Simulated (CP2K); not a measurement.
Two runs for the Cl L₂,₃ edge of 2-chloropyrimidine. Run A: CP2K XAS_TDP, all-electron GAPW, PBEh(45%), aug-pc-1, TDA, ZORA, spin–orbit coupling. Run B differs in one setting.

First lines with a strength over 0.0003. A:

| atom | energy (eV) | states | strength, one atom |
| --- | --- | --- | --- |
| Cl1 (bonded to C) | 199.37 | 2 | 0.0074 |
|  | 200.07 | 1 | 0.0003 |
|  | 200.89 | 2 | 0.0050 |
|  | 201.90 | 2 | 0.0007 |
|  | 202.02 | 3 | 0.0004 |

B:

| atom | energy (eV) | states | strength, one atom |
| --- | --- | --- | --- |
| Cl1 (bonded to C) | 199.44 | 2 | 0.0082 |
|  | 200.95 | 2 | 0.0058 |
|  | 205.29 | 4 | 0.0003 |
|  | 207.05 | 1 | 0.0013 |
|  | 207.17 | 2 | 0.0025 |

Which was it: GW2X switched on, the basis, the functional?

The basis (basis from aug-pc-1 to pc-1; the lines alone don't name the new value). A basis moves diffuse and continuum lines far more than the leading valence line. The lowest line over the strength cut lies at 199.44 eV, against 199.37 eV (PBEh(45%), aug-pc-1).

[Hosts, paths, dates, database ids (printed as entryN), source tags and the programs' standing remarks are cut or masked in the printed files.]
